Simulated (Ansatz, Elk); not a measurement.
# Bonding as seen by X-rays: GaCu2SnSe4

Structure refinements treat a crystal as free atoms side by side. For a made-up structure of GaCu2SnSe4 (cell and positions from a PBEsol relaxation) the runs below show what the calculated density changes in F(hkl).

Method: DFT, PBE, all-electron APW+lo, Dirac cores, scalar-relativistic bands, static density, no spin, in Elk 11.2.3 (patched build).

The structure was built from a prototype and need not be the compound's stable phase.

## (1) Set-up

The structure is tetragonal, space group I-4 (No. 82). The conventional cell has a = 5.706 Å, b = 5.706 Å, c = 11.568 Å, α = 90.00°, β = 90.00°, γ = 90.00°. Nearest to Sn lie 4 Se at 2.73 Å. Nearest to Se lie 2 Cu at 2.37 to 2.41 Å and 1 Ga at 2.45 Å and 1 Sn at 2.73 Å. Ga has 4 Se at 2.45 Å nearest. Nearest to Cu lie 4 Se at 2.37 Å. Nearest to Cu lie 4 Se at 2.41 Å. Farther neighbours and most contacts between anions are not listed.

## (2) Ground state and structure factors

An all-electron density is needed, since X-rays see the cores too. Task 0 finds the density and task 195 Fourier-transforms it; tshift is off so that phases refer to the origin typed.

File elk.in:

```
tasks
  0
  195

xctype
  20

spinpol
  .false.

rgkmax
  7.0

gmaxvr
  14.0

lmaxo
  7

lmaxapw
  8

swidth
  0.002

tshift
  .false.

ramdisk
  .false.

hmaxvr
  5.5

maxscl
  120

epspot
  1e-06

sppath
  './'

avec
  -5.39180513360 5.39180513360 10.93055029789
  5.39180513360 -5.39180513360 10.93055029789
  5.39180513360 5.39180513360 -10.93055029789

atoms
  4
  'Sn.in'
  1
  0.5000000000 0.5000000000 -0.0000000000   0.000000 0.000000 0.000000
  'Se.in'
  4
  0.3534974539 0.9097529360 0.9937205971   0.000000 0.000000 0.000000
  0.9160323389 0.3597768568 0.0062794029   0.000000 0.000000 0.000000
  0.0902470640 0.0839676611 0.4437445179   0.000000 0.000000 0.000000
  0.6402231432 0.6465025461 0.5562554821   0.000000 0.000000 0.000000
  'Ga.in'
  1
  0.7500000000 0.2500000000 0.5000000000   0.000000 0.000000 0.000000
  'Cu.in'
  2
  0.0000000000 -0.0000000000 -0.0000000000   0.000000 0.000000 0.000000
  0.2500000000 0.7500000000 0.5000000000   0.000000 0.000000 0.000000

ngridk
  6 6 6
```

On the command line:

```
$ OMP_NUM_THREADS=4 elk
```

Numbers of over 12 decimals in the logs are rounded to 6 here.

Output:

```text
┌─────────────────────────┐
│ Elk code version 11.2.3 │
└─────────────────────────┘

All units are atomic (Hartree, Bohr, etc.)

┌─────────────────────────────────────────────────┐
│ Ground-state run starting from atomic densities │
└─────────────────────────────────────────────────┘

Lattice vectors :
  -5.391805134       5.391805134       10.93055030
   5.391805134      -5.391805134       10.93055030
   5.391805134       5.391805134      -10.93055030

Reciprocal lattice vectors :
 -0.1640985328E-16  0.5826606444      0.2874139515
  0.5826606444     -0.1640985328E-16  0.2874139515
  0.5826606444      0.5826606444      0.6843373059E-17

Unit cell volume      :    1271.072709
Brillouin zone volume :   0.1951502945

Muffin-tin inner radius fraction :   0.1000000000E-01

Nuclei treated as point charges

Species : 1 (Sn)
 parameters loaded from : Sn.in
 name : tin
 nuclear charge    :   -50.00000000
 electronic charge :    50.00000000
 atomic mass :    216395.0922
 muffin-tin radius :    2.600000000
 number of radial points in muffin-tin :   1193
 inner part over the whole radius :   0.9914297220E-02
 number on inner part of muffin-tin    :    850
 approximate nuclear radius :   0.8828114845E-04
 number of mesh points to nuclear radius :    428
 atomic positions (lattice), magnetic fields (Cartesian) :
  1 :   0.50000000  0.50000000  0.00000000    0.00000000  0.00000000  0.00000000

Species : 2 (Se)
 parameters loaded from : Se.in
 name : selenium
 nuclear charge    :   -34.00000000
 electronic charge :    34.00000000
 atomic mass :    143935.2749
 muffin-tin radius :    2.199754957
 number of radial points in muffin-tin :    993
 inner part over the whole radius :   0.9915209433E-02
 number on inner part of muffin-tin    :    701
 approximate nuclear radius :   0.7785908700E-04
 number of mesh points to nuclear radius :    344
 atomic positions (lattice), magnetic fields (Cartesian) :
  1 :   0.35349745  0.90975294  0.99372060    0.00000000  0.00000000  0.00000000
  2 :   0.91603234  0.35977686  0.00627940    0.00000000  0.00000000  0.00000000
  3 :   0.09024706  0.08396766  0.44374452    0.00000000  0.00000000  0.00000000
  4 :   0.64022314  0.64650255  0.55625548    0.00000000  0.00000000  0.00000000

Species : 3 (Ga)
 parameters loaded from : Ga.in
 name : gallium
 nuclear charge    :   -31.00000000
 electronic charge :    31.00000000
 atomic mass :    127097.2539
 muffin-tin radius :    2.379864973
 number of radial points in muffin-tin :    993
 inner part over the whole radius :   0.9977510532E-02
 number on inner part of muffin-tin    :    702
 approximate nuclear radius :   0.7562051033E-04
 number of mesh points to nuclear radius :    339
 atomic positions (lattice), magnetic fields (Cartesian) :
  1 :   0.75000000  0.25000000  0.50000000    0.00000000  0.00000000  0.00000000

Species : 4 (Cu)
 parameters loaded from : Cu.in
 name : copper
 nuclear charge    :   -29.00000000
 electronic charge :    29.00000000
 atomic mass :    115837.2717
 muffin-tin radius :    2.218366150
 number of radial points in muffin-tin :    993
 inner part over the whole radius :   0.9966928607E-02
 number on inner part of muffin-tin    :    700
 approximate nuclear radius :   0.7406004541E-04
 number of mesh points to nuclear radius :    338
 atomic positions (lattice), magnetic fields (Cartesian) :
  1 :   0.00000000  0.00000000  0.00000000    0.00000000  0.00000000  0.00000000
  2 :   0.25000000  0.75000000  0.50000000    0.00000000  0.00000000  0.00000000

Total number of atoms per unit cell :    8
Total muffin-tin volume :    399.8894123
 ratio of muffin-tin to unit cell volume :   0.3146078187

Spin treatment :
 spin-unpolarised

Number of Bravais lattice symmetries :   16
Number of crystal symmetries         :    4
Crystal has no inversion symmetry
Complex Hermitian eigensolver will be used

k-point grid :      6     6     6
k-point offset :    0.000000000       0.000000000       0.000000000
[...]
(states/Hartree/unit cell)

Estimated indirect band gap :   0.1618764542E-02
 from k-point 42 to k-point 11
Estimated direct band gap   :   0.7275205786E-02
 at k-point 11

Charges :
 core                        :    144.0000000
 valence                     :    131.0000000
 interstitial                :    14.48467154
 muffin-tins (core leakage)
  species : 1 (Sn)
[...]
species : 2 (Se)
[...]
species : 3 (Ga)
[...]
species : 4 (Cu)
[...]
total in muffin-tins        :    260.5153285
 total calculated charge     :    274.9969893
 total charge                :    275.0000000
 error                       :   0.3010677172E-02

RMS change in Kohn-Sham potential (target) :   0.2786979043     (  0.1000000000E-05)
Absolute change in total energy (target)   :   0.8595737445     (  0.1000000000E-03)

[... loops 3 to 17 left out ...]

┌──────────────────┐
│ Loop number : 18 │
└──────────────────┘

Energies :
 Fermi                       :     0.190164
 sum of occupied eigenvalues :     -12380.247425574
 electron kinetic            :      21807.992881586
 core electron kinetic       :      20233.573101310
 Coulomb                     :     -42233.659623184
 Coulomb potential           :     -33239.736845958
 nuclear-nuclear             :     -2407.4841240223
 electron-nuclear            :     -46460.488737040
 Hartree                     :      6634.3132378778
 Madelung                    :     -25613.791200205
 xc potential                :     -948.50346120178
 exchange                    :     -714.93179445785
 correlation                 :     -13.667560390526
 electron entropic           :    -0.11448608243848E-02
 total energy                :     -21154.267241307

Density of states at Fermi energy :    91.71749786
 (states/Hartree/unit cell)

Estimated indirect band gap :   0.1844068106E-03
 from k-point 49 to k-point 37
Estimated direct band gap   :   0.2189633873E-01
 at k-point 11

Charges :
 core                        :    144.0000000
 valence                     :    131.0000000
 interstitial                :    13.87527663
 muffin-tins (core leakage)
  species : 1 (Sn)
[...]
species : 2 (Se)
[...]
species : 3 (Ga)
[...]
species : 4 (Cu)
[...]
total in muffin-tins        :    261.1247234
 total calculated charge     :    274.9970352
 total charge                :    275.0000000
 error                       :   0.2964751098E-02

RMS change in Kohn-Sham potential (target) :   0.1754206026E-06 (  0.1000000000E-05)
Absolute change in total energy (target)   :   0.1621868068E-04 (  0.1000000000E-03)

Convergence targets achieved

┌──────────────────┐
│ Loop number : 19 │
└──────────────────┘

Energies :
 Fermi                       :     0.190164
 sum of occupied eigenvalues :     -12380.247414590
 electron kinetic            :      21807.992895187
 core electron kinetic       :      20233.573109514
 Coulomb                     :     -42233.659626273
 Coulomb potential           :     -33239.736844580
 nuclear-nuclear             :     -2407.4841240223
 electron-nuclear            :     -46460.488743948
 Hartree                     :      6634.3132416967
 Madelung                    :     -25613.791203983
 xc potential                :     -948.50346519607
 exchange                    :     -714.93179462184
 correlation                 :     -13.667560406244
 electron entropic           :    -0.11448604017886E-02
 total energy                :     -21154.267230975

Density of states at Fermi energy :    91.71746169
 (states/Hartree/unit cell)

Estimated indirect band gap :   0.1844079654E-03
 from k-point 49 to k-point 37
Estimated direct band gap   :   0.2189634539E-01
 at k-point 11

Charges :
 core                        :    144.0000000
 valence                     :    131.0000000
 interstitial                :    13.87527621
 muffin-tins (core leakage)
  species : 1 (Sn)
[...]
species : 2 (Se)
[...]
species : 3 (Ga)
   atom 1                    :    29.63718727     (  0.8386719680E-03)
  species : 4 (Cu)
   atom 1                    :    27.87818944     (  0.4415460818E-03)
   atom 2                    :    27.83662153     (  0.4403414939E-03)
 total in muffin-tins        :    261.1247238
 total calculated charge     :    274.9970352
 total charge                :    275.0000000
 error                       :   0.2964751386E-02

┌──────────────────────────────┐
│ Self-consistent loop stopped │
└──────────────────────────────┘

Warning : core states of species 2 leak from the muffin-tin :   0.2163886367E-03

Warning : core states of species 3 leak from the muffin-tin :   0.8386719680E-03

Warning : core states of species 4 leak from the muffin-tin :   0.4415460818E-03

Wrote STATE.OUT
```

It took 4.5 min on 4 threads of Intel Xeon Platinum 8488C (Sapphire Rapids), shared host; peak memory 0.42 GiB.

SFACRHO.OUT:

```text

h k l indices transformed by vhmat matrix:
   1.000000000       0.000000000       0.000000000    
   0.000000000       1.000000000       0.000000000    
   0.000000000       0.000000000       1.000000000    

      h      k      l  multipl.   |H|            Re(F)            Im(F)           |F|

      0      0      0      1   0.0000000       275.00000      0.24650560E-15   275.00000    
     -1     -1      1      2  0.57482790       2.1988728      0.70827191E-15   2.1988728    
     -1      0      1      4  0.64969239      -4.5888656      0.20397409       4.5933967    
      1      0     -1      4  0.64969239      -4.5888656     -0.20397409       4.5933967    
      0      0     -1      4  0.82400659       20.888421     -0.11441024E-14   20.888421    
     -1     -1      2      4   1.0046960       119.95130      -112.55331       164.48879    
     -2      0      1      4   1.0046960       119.95130       112.55331       164.48879    
     -1     -2      1      4   1.0406510      -34.697098       2.7546236       34.806272    
     -1     -2      2      4   1.0406510      -34.697098      -2.7546236       34.806272    
      2      2     -2      2   1.1496558       6.9738944      0.41303418E-13   6.9738944    
     -1      1      1      4   1.1653213       10.584694      0.44770372E-13   10.584694    
      0      2      0      4   1.2993848       28.017106      -1.4317208       28.053663    
      0     -2      0      4   1.2993848       28.017106       1.4317208       28.053663    
     -2      1      0      4   1.3341941      -31.409492       24.178186       39.637620    
      0     -1     -1      4   1.3341941      -31.409492      -24.178186       39.637620    
      2     -1     -1      4   1.3341941      -26.201376      -30.688200       40.351923    
     -2      1      1      4   1.3341941      -26.201376       30.688200       40.351923    
     -2     -2      3      4   1.4144594       11.996075       24.861879       27.604689
```

Elk indexes on the primitive cell of elk.in and gives |H| = 4π sin θ/λ in inverse bohr. Below, one row stands for each form hkl of the conventional cell (m members, Friedel mates merged), F is for one primitive cell and the density is static (no thermal factor). Free-atom factors are Waasmaier and Kirfel's, and R is Σm||F|−|F'||/Σm|F|.

| hkl | m | sin θ/λ (Å⁻¹) | abs F, DFT | neutral atoms | diff. | abs of complex diff. |
| --- | --- | --- | --- | --- | --- | --- |
| 002 | 2 | 0.086 | 2.199 | 2.280 | -0.081 | 0.081 |
| 101 | 8 | 0.098 | 4.593 | 4.640 | -0.047 | 0.052 |
| 110 | 4 | 0.124 | 20.888 | 20.852 | +0.037 | 0.037 |
| 112 | 8 | 0.151 | 164.488 | 164.270 | +0.219 | 0.607 |
| 103 | 8 | 0.157 | 34.806 | 34.626 | +0.180 | 0.196 |
| 004 | 2 | 0.173 | 6.974 | 7.750 | -0.776 | 0.776 |
| 200 | 4 | 0.175 | 10.585 | 11.410 | -0.825 | 0.825 |
| 202 | 8 | 0.195 | 28.054 | 27.980 | +0.074 | 0.086 |
| 211 | 8 | 0.201 | 39.638 | 39.632 | +0.005 | 0.317 |
| 121 | 8 | 0.201 | 40.352 | 40.000 | +0.352 | 0.391 |
| 114 | 8 | 0.213 | 27.605 | 27.606 | -0.001 | 0.047 |
| 105 | 8 | 0.233 | 24.918 | 24.591 | +0.327 | 0.375 |
| 123 | 8 | 0.235 | 19.925 | 20.147 | -0.221 | 0.408 |
| 213 | 8 | 0.235 | 20.100 | 19.991 | +0.109 | 0.367 |
| 204 | 8 | 0.246 | 195.204 | 196.128 | -0.924 | 0.924 |
| 220 | 4 | 0.248 | 191.653 | 192.552 | -0.899 | 0.899 |
| 006 | 2 | 0.259 | 49.586 | 49.589 | -0.003 | 0.003 |
| 222 | 8 | 0.263 | 12.066 | 12.035 | +0.031 | 0.179 |
| 301 | 8 | 0.266 | 48.631 | 48.425 | +0.206 | 0.233 |
| 130 | 4 | 0.277 | 7.953 | 7.826 | +0.126 | 0.126 |
| 310 | 4 | 0.277 | 2.890 | 2.736 | +0.154 | 0.154 |
| 116 | 8 | 0.287 | 130.099 | 130.999 | -0.900 | 0.933 |

## (3) The highest occupied states alone

An energy window below the Fermi level keeps the highest occupied states, to see at which angles they scatter; shallow core shells can lie inside it and anion s states outside. No new self-consistency is needed.

elk.in, as its differences from that of step 2:

```diff
@@ -1,3 +1,2 @@
 tasks
-  0
   195
@@ -40,2 +39,5 @@
 
+wsfac
+  -0.250830 0.490160
+
 sppath
```

On the command line:

```
$ OMP_NUM_THREADS=4 elk
```

Output:

```text
┌─────────────────────────────────┐
│ Elk code version 11.2.3 started │
└─────────────────────────────────┘

Info(readinput): the functional depends on the density's gradient
 muffin-tin radial points multiplied by    2.00000
 (not where nrmtscf is given)

┌────────────────────┐
│ Current task : 195 │
└────────────────────┘
Info(checkmt): changed muffin-tin radius of species 2 (Se) from   2.4000 to   2.1998
Info(checkmt): changed muffin-tin radius of species 3 (Ga) from   2.4000 to   2.3799
Info(checkmt): changed muffin-tin radius of species 4 (Cu) from   2.4000 to   2.2184

Info(sfacrho): density structure factors written to SFACRHO.OUT

 Energy window :  -0.2508300000      0.4901600000

┌──────────────────┐
│ Elk code stopped │
└──────────────────┘
```

Wall time 23 s (4 threads); peak memory 0.29 GiB.

States within 12 eV below the Fermi level hold 45.00 electrons; any levels below the window count with the cores. Their amplitudes can exceed the total, where window and core parts have opposite phase:

| hkl | sin θ/λ (Å⁻¹) | abs F, window | abs F, all |
| --- | --- | --- | --- |
| 002 | 0.086 | 1.015 | 2.199 |
| 101 | 0.098 | 12.037 | 4.593 |
| 110 | 0.124 | 0.558 | 20.888 |
| 112 | 0.151 | 18.779 | 164.488 |
| 103 | 0.157 | 9.545 | 34.806 |
| 004 | 0.173 | 11.210 | 6.974 |
| 200 | 0.175 | 11.336 | 10.585 |
| 202 | 0.195 | 0.314 | 28.054 |
| 211 | 0.201 | 9.405 | 39.638 |
| 121 | 0.201 | 8.436 | 40.352 |

## (4) Another functional

The difference from free atoms is small, so it is set against the change that LDA (Perdew-Wang) makes.

elk.in, as its differences from that of step 3:

```diff
@@ -1,2 +1,3 @@
 tasks
+  0
   195
@@ -4,3 +5,3 @@
 xctype
-  20
+  3
 
@@ -39,5 +40,2 @@
 
-wsfac
-  -0.250830 0.490160
-
 sppath
```

On the command line:

```
$ OMP_NUM_THREADS=4 elk
```

Output:

```text
┌─────────────────────────┐
│ Elk code version 11.2.3 │
└─────────────────────────┘

All units are atomic (Hartree, Bohr, etc.)

┌─────────────────────────────────────────────────┐
│ Ground-state run starting from atomic densities │
└─────────────────────────────────────────────────┘

Lattice vectors :
  -5.391805134       5.391805134       10.93055030
   5.391805134      -5.391805134       10.93055030
   5.391805134       5.391805134      -10.93055030

Reciprocal lattice vectors :
 -0.1640985328E-16  0.5826606444      0.2874139515
[...]
atom 2                    :    27.84820901     (  0.4582876458E-03)
 total in muffin-tins        :    261.1769066
 total calculated charge     :    274.9969723
 total charge                :    275.0000000
 error                       :   0.3027730818E-02

┌──────────────────────────────┐
│ Self-consistent loop stopped │
└──────────────────────────────┘

Warning : core states of species 2 leak from the muffin-tin :   0.2157008274E-03

Warning : core states of species 3 leak from the muffin-tin :   0.8593515205E-03

Warning : core states of species 4 leak from the muffin-tin :   0.4593845289E-03

Wrote STATE.OUT
[key lines of the parts left out:]
total energy                :     -21128.451528183
```

The job ended after 3 min (4 threads; peak memory 0.34 GiB; 11 min of CPU time).

Against the first run R = 0.05 %; the largest change is -0.087 at 228.

## (5) Basis size

The basis and the expansions that go with it are enlarged, to see whether the differences are converged.

elk.in, as its differences from that of step 4:

```diff
@@ -5,3 +5,3 @@
 xctype
-  3
+  20
 
@@ -11,12 +11,12 @@
 rgkmax
-  7.0
+  8.5
 
 gmaxvr
-  14.0
+  18.0
 
 lmaxo
-  7
+  9
 
 lmaxapw
-  8
+  10
```

On the command line:

```
$ OMP_NUM_THREADS=4 elk
```

Output:

```text
┌─────────────────────────┐
│ Elk code version 11.2.3 │
└─────────────────────────┘

All units are atomic (Hartree, Bohr, etc.)

┌─────────────────────────────────────────────────┐
│ Ground-state run starting from atomic densities │
└─────────────────────────────────────────────────┘

Lattice vectors :
  -5.391805134       5.391805134       10.93055030
   5.391805134      -5.391805134       10.93055030
   5.391805134       5.391805134      -10.93055030

Reciprocal lattice vectors :
 -0.1640985328E-16  0.5826606444      0.2874139515
[...]
species : 3 (Ga)
[...]
species : 4 (Cu)
   atom 1                    :    27.89173017     (  0.4420039458E-03)
   atom 2                    :    27.85027689     (  0.4409179170E-03)
 total in muffin-tins        :    261.1774467
 total calculated charge     :    274.9971808
 total charge                :    275.0000000
 error                       :   0.2819215333E-02

RMS change in Kohn-Sham potential (target) :   0.3613918546E-05 (  0.1000000000E-05)
Absolute change in total energy (target)   :   0.3596316397E-02 (  0.1000000000E-03)

┌──────────────────┐
│ Loop number : 16 │
└──────────────────┘
[key lines of the parts left out:]
total energy                :     -21154.314942445
```

It took 11 min on 4 threads; peak memory 1 GiB.

The run was cut off at its time limit.

## (6) Settings against the effect

```
              run  R against the first run (%)  R against neutral atoms, low angle (%)  wall time
    PBE, rgkmax 7                         0.00                                    0.56    4.5 min
LDA (Perdew-Wang)                         0.05                                    0.57      3 min
```

## (7) Results

- R against neutral atoms, sin θ/λ < 0.3 Å⁻¹: 0.56 %
- R against neutral atoms, 0.3 to 0.56 Å⁻¹: 0.15 %

What this shows: Independent neutral atoms miss the calculated amplitudes by R = 0.56 % below 0.3 Å⁻¹ and 0.15 % from there to 0.56 Å⁻¹; by shells, 0.55 % below 0.15 Å⁻¹ (3 forms), 0.57 % 0.15 to 0.3 (24 forms), 0.19 % 0.3 to 0.45 (55 forms), 0.12 % above 0.45 (67 forms). Bonding, aspherical density and the tables' own atoms all enter these figures, and the runs don't part them. The largest change of an amplitude is -0.92 electrons, at 204. R counts amplitudes alone; phases shift too. The window's part falls from 45.0 electrons at the origin to at most 5.15 between 0.45 and 0.56 Å⁻¹, where compact states inside the window still scatter. Below 0.3 Å⁻¹ the changes that finished (LDA (Perdew-Wang)) move F by R = 0.01 % at most, against the 0.56 % that separates it from free atoms. The basis has no finished test. The k-mesh has no finished test. These runs have no spin, though d or f shells may be open. The electron count is odd, so without spin the run is a metal by force. Part of the difference isn't bonding: the tables are fits to free atoms and ions calculated by other methods than this functional. Thermal motion, anomalous dispersion and extinction are left out.

[Logs are printed without paths, hosts, clocks, repeated set-up lines and the standing remarks that a program may print on its own settings, such as how far it seeks lower states.]

[Hosts, paths, dates, database ids (printed as entryN), source tags and the programs' standing remarks are cut or masked in the printed files.]
